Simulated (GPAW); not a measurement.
# How WS2 (Tungstenite) absorbs and reflects light, part 2 of 2

Wanted: where WS2 (Tungstenite) starts to absorb, how strongly, and its refractive index. The cell comes from an older database entry, whose edges can differ from later determinations, mostly by under a per cent.

GPAW 26.7.0; DFT, RPBE, plane-wave PAW (GPAW data sets), scalar-relativistic, RPA, optical limit.

So far. Step 2 (Ground state): There is a gap, 1.24 eV on this mesh (points off the mesh can give less), so no carriers' term is needed.

The database entry behind the starting cell differs from later determinations by our own check (an axis about 1.4 % long against later determinations), so it need not match the best structure at ambient conditions.

## 4. Dielectric function, RPA

Transitions between filled and empty bands, summed over the zone, give the optical response, so mesh, band count and broadening shape it.

The induced potential is part of this response.

This step: DFT, RPBE, plane-wave PAW (GPAW data sets), scalar-relativistic, RPA, optical limit (GPAW 26.7.0).

df.py

```python
from gpaw.response.df import DielectricFunction

df = DielectricFunction('full.gpw', frequencies={'type': 'nonlinear', 'domega0': 0.03, 'omega2': 8},
                        ecut=30,
                        eta=0.1,
                        nbands=63,
                        txt='df.txt')
for direction in ['x', 'z']:
    df.get_dielectric_function(xc='RPA', direction=direction, filename=f'df_{direction}.csv')
```

Command:

```console
> OMP_NUM_THREADS=1 python df.py
```

Numbers of over 12 decimals in the logs are rounded to 6 here.

Log:

```text
Using integrator: PointIntegrator
NonLinearFrequencyDescriptor(from 0.000 to 97.120 eV, 538 points)
Nonperiodic BCs:  [False False False]
Using integrator: PointIntegrator
NonLinearFrequencyDescriptor(from 0.000 to 97.120 eV, 538 points)
Nonperiodic BCs:  [False False False]

Calculating chi0 body with:
    Ground state adapter containing:
    Number of spins: 1
    Number of kpoints: 864
    Number of irreducible kpoints: 100
    Number of completely occupied states: 26
    Number of partially occupied states: 26

    Linear response parametrization:
    q_c: [0.0, 0.0, 0.0]
    Number of frequency points: 538
    Planewave cutoff: 30.0
    Number of bands: 63
    Number of planewaves: 53
    Broadening (eta): 0.1

Integrating chi0 body.

Symmetries of q_c:
    Direct symmetries (Uq -> q): 12
    Indirect symmetries (TUq -> q): 0
In total 12 allowed symmetries.

100 groups of equivalent kpoints. 88.425926% reduction.

Integral kind: spectral function

Calculating chi0 optical extensions with:
    Ground state adapter containing:
    Number of spins: 1
    Number of kpoints: 864
    Number of irreducible kpoints: 100
    Number of completely occupied states: 26
    Number of partially occupied states: 26

    Linear response parametrization:
    Number of frequency points: 538
    Planewave cutoff: 30.0
    Number of bands: 63
    Number of planewaves: 53
    Broadening (eta): 0.1
Integrating chi0 head and wings.

Symmetries of q_c:
    Direct symmetries (Uq -> q): 12
    Indirect symmetries (TUq -> q): 0
In total 12 allowed symmetries.

100 groups of equivalent kpoints. 88.425926% reduction.

Integral kind: spectral function wings
```

Elapsed: 56 s, on 1 thread of Arm Neoverse V1, shared host; peak memory 0.32 GiB.

Numbers from this step:

```
electronic dielectric constant ε∞, mean over x, y and z (by symmetry where fewer were run) : 9.854
main peak of Im epsilon, first axis                                                        : 2.999 eV
```

The Im ε has structure finer than the step of the table below, so its rows give means over 1 eV, whole bins alone (the curve runs from 0 to 17.7 eV). Peaks (eV: height): E ∥ x 3.0: 16.7, 4.7: 13.8; E ∥ z 3.3: 3.26, 10.1: 6.61, 11.6: 7.91, 14.7: 3.16.

Values under the direct gap are tails of Lorentzian lines. Im ε against photon energy; means over each step:

```
photon energy (eV)  E ∥ x   E ∥ z
                 1  0.309  0.0327
                 2   4.53   0.232
                 3   14.9    2.56
                 4   12.3    2.09
                 5   11.2    1.81
                 6   8.26    1.93
                 7   6.44    2.31
                 8   4.31    2.86
                 9   3.71    3.88
                10   3.27    5.51
                11   3.19    5.40
                12   2.82    6.66
                13   2.23    3.35
                14   1.80    2.19
                15   1.50    2.84
                16   1.20    2.68
                17  0.858    1.68
```

Re ε against photon energy:

```
photon energy (eV)   E ∥ x   E ∥ z
                 0    12.3    4.93
                 1    13.4    5.07
                 2    15.9    5.74
                 3    12.4    5.72
                 4    4.43    4.37
                 5   0.659    4.30
                 6  0.0821    4.38
                 7   -1.48    4.26
                 8   -1.62    4.63
                 9  -0.726    5.07
                10  -0.707    4.17
                11  -0.139    2.91
                12   -1.12  -0.731
                13   -1.00   -1.43
                14  -0.791  -0.132
                15  -0.840  -0.270
                16  -0.634  -0.825
                17  -0.537  -0.833
```

Table of refractive index n and extinction k by photon energy:

```
photon energy (eV)  n, E ∥ x  k, E ∥ x  n, E ∥ z  k, E ∥ z
               0.0      3.51         0      2.22         0
               0.5      3.54    0.0138      2.23   0.00302
               1.0      3.66    0.0346      2.25   0.00683
               1.5      3.94     0.106      2.30    0.0131
               2.0      4.00     0.327      2.40    0.0294
               2.5      4.44      1.45      2.64     0.176
               3.0      4.07      2.05      2.46     0.589
               3.5      3.24      2.33      2.11     0.602
               4.0      2.85      1.93      2.15     0.505
               4.5      2.96      2.04      2.08     0.496
               5.0      2.45      2.32      2.12     0.447
               5.5      1.93      2.04      2.08     0.416
               6.0      2.12      2.10      2.14     0.453
               6.5      1.80      2.14      2.15     0.479
               7.0      1.57      1.98      2.13     0.532
               7.5      1.47      2.02      2.19     0.576
               8.0      1.10      1.68      2.25     0.669
               8.5      1.27      1.53      2.29     0.678
               9.0      1.13      1.42      2.39     0.801
               9.5      1.25      1.57      2.36     0.957
              10.0      1.13      1.41      2.41      1.27
              10.5      1.12      1.35      1.95      1.25
              11.0      1.21      1.27      2.15      1.30
              11.5      1.11      1.51      2.30      1.54
              12.0      1.03      1.48      1.80      1.99
              12.5     0.886      1.29      1.22      1.83
              13.0     0.825      1.30      1.03      1.58
              13.5     0.806      1.32     0.903      1.41
              14.0     0.729      1.15     0.953      1.02
              14.5     0.780      1.19      1.31      1.11
              15.0     0.635      1.11      1.09      1.21
              15.5     0.640      1.06      1.17      1.28
              16.0     0.605     1.000     0.986      1.34
              16.5     0.529     0.969     0.780      1.39
              17.0     0.469     0.870     0.713      1.16
              17.5     0.511     0.755     0.673      1.14
```

The reflectivity at normal incidence has structure finer than the step of the table below, so its rows give means over 0.5 eV, whole bins alone (the curve runs from 0 to 17.7 eV). Peaks (eV: height): E ∥ x 2.98: 45.6, 4.70: 45.0, 6.49: 42.1, 7.73: 43.8, 12.26: 38.2, 14.77: 37.0, 16.85: 36.5; E ∥ z 2.62: 21.7, 10.10: 28.9, 12.26: 44.4, 16.64: 40.5.

Reflectivity at normal incidence against photon energy; means over each step:

```
photon energy (eV)  E ∥ x (%)  E ∥ z (%)
               0.5       31.4       14.5
               1.0       32.6       14.8
               1.5       35.6       15.5
               2.0       37.8       17.0
               2.5       43.5       20.2
               3.0       44.9       19.8
               3.5       43.9       16.5
               4.0       40.2       14.8
               4.5       41.4       14.0
               5.0       43.5       14.3
               5.5       40.1       14.1
               6.0       39.7       15.1
               6.5       41.4       15.5
               7.0       40.2       15.9
               7.5       41.6       16.9
               8.0       38.4       18.1
               8.5       33.4       19.0
               9.0       31.1       20.9
               9.5       31.9       23.0
              10.0       30.7       26.8
              10.5       28.7       24.7
              11.0       25.9       25.3
              11.5       32.3       30.7
              12.0       34.8       39.6
              12.5       33.7       41.5
              13.0       33.3       38.2
              13.5       34.2       34.8
              14.0       32.4       23.1
              14.5       32.5       20.9
              15.0       35.4       25.3
              15.5       33.7       26.5
              16.0       33.0       31.8
              16.5       35.1       38.0
              17.0       34.9       34.2
```

The loss function −Im 1/ε at q → 0 has structure finer than the step of the table below, so its rows give means over 0.5 eV, whole bins alone (the curve runs from 0 to 17.7 eV). Peaks (eV: height): E ∥ z 13.95: 0.525.

Values under the direct gap are tails of Lorentzian lines. Table of loss function −Im 1/ε at q → 0 by energy loss; means over each step:

```
energy loss (eV)    E ∥ x    E ∥ z
             0.5   6.3e-4   5.5e-4
             1.0  0.00144  0.00121
             1.5  0.00450  0.00220
             2.0   0.0112  0.00456
             2.5   0.0238   0.0244
             3.0   0.0383   0.0685
             3.5   0.0585    0.104
             4.0   0.0744   0.0945
             4.5   0.0737   0.0942
             5.0   0.0888   0.0864
             5.5    0.117   0.0836
             6.0    0.117   0.0844
             6.5    0.129   0.0872
             7.0    0.152   0.0925
             7.5    0.159   0.0920
             8.0    0.220   0.0955
             8.5    0.240   0.0999
             9.0    0.279    0.100
             9.5    0.255    0.111
            10.0    0.297    0.119
            10.5    0.326    0.163
            11.0    0.319    0.146
            11.5    0.280    0.129
            12.0    0.295    0.138
            12.5    0.362    0.189
            13.0    0.387    0.254
            13.5    0.394    0.339
            14.0    0.479    0.483
            14.5    0.458    0.357
            15.0    0.512    0.364
            15.5    0.579    0.339
            16.0    0.642    0.337
            16.5    0.688    0.351
            17.0    0.864    0.478
```

From ε follow the optical constants at some laser and lamp lines:

```
wavelength (nm)   n x    k x  R (%) x   1/α x   n z    k z  R (%) z    1/α z
           1550  3.60  0.025     31.9  5.0 µm  2.24  0.005     14.6    24 µm
           1064  3.72  0.046     33.2  1.8 µm  2.26  0.008     15.0  10.0 µm
            800  3.99  0.130     36.0  490 nm  2.31  0.014     15.6   4.5 µm
            532  4.78  0.853     44.0   50 nm  2.53  0.082     18.9   515 nm
            450  4.30  1.525     43.5   23 nm  2.54  0.469     20.4    76 nm
            365  3.49  2.301     45.2   13 nm  2.17  0.685     17.5    42 nm
            248  2.45  2.315     43.2  8.5 nm  2.12  0.447     14.7    44 nm
```

Below the direct gap, k and the depth come from the tails of the Lorentzian lines, not from transitions.

Rows near the edge hang on the gap, which this functional as a rule makes too small, and phonon-assisted absorption is left out.

## 5. Summary of results

| Item | Value |
| --- | --- |
| electronic dielectric constant ε∞, mean over x, y and z (by symmetry where fewer were run) (RPA) | 9.85 |
| main peak of Im epsilon, first axis | 3.00 eV |

In words: At this level (RPBE, RPA) WS2 has a mean ε∞ = 9.85 and n = 3.60 at 1550 nm (E ∥ x), and Im ε peaks at 3.0 eV (E ∥ x). On the mesh the gap is 1.10 eV and the least direct gap 1.74 eV, so on this mesh the band edges lie at different points. Local fields change the static value along x from 12.96 to 12.32 (-5 %). Distinct maxima of Im ε, read by a parabola through the highest points, lie at 2.50 eV (13), 3.00 eV (17), 4.65 eV (14) and 6.00 eV (9.0) for E ∥ x. The static values by axis are 12.32 (x), 4.93 (z). Excitons and phonon-assisted transitions are missing; RPBE gaps are as a rule too small, which pulls the onset down and ε∞ up. Spin-orbit coupling is left out although heavy atoms are present. The sum runs over mesh points, so small or evenly spaced maxima can still be ripples of the mesh. The curves end at 18 eV, about where the summed bands run out. In this version of GPAW the matrix elements of the optical limit are incomplete, which can lower ε − 1 by up to a tenth where first-row anions or d states rule, and shift it by more in d metals.

[Machine, clock and banner lines and Python warnings are left out of the logs.]

[Logs are printed without paths, hosts, clocks, repeated set-up lines and the standing remarks that a program may print on its own settings, such as how far it seeks lower states.]

[Hosts, paths, dates, database ids (printed as entryN), source tags and the programs' standing remarks are cut or masked in the printed files.]
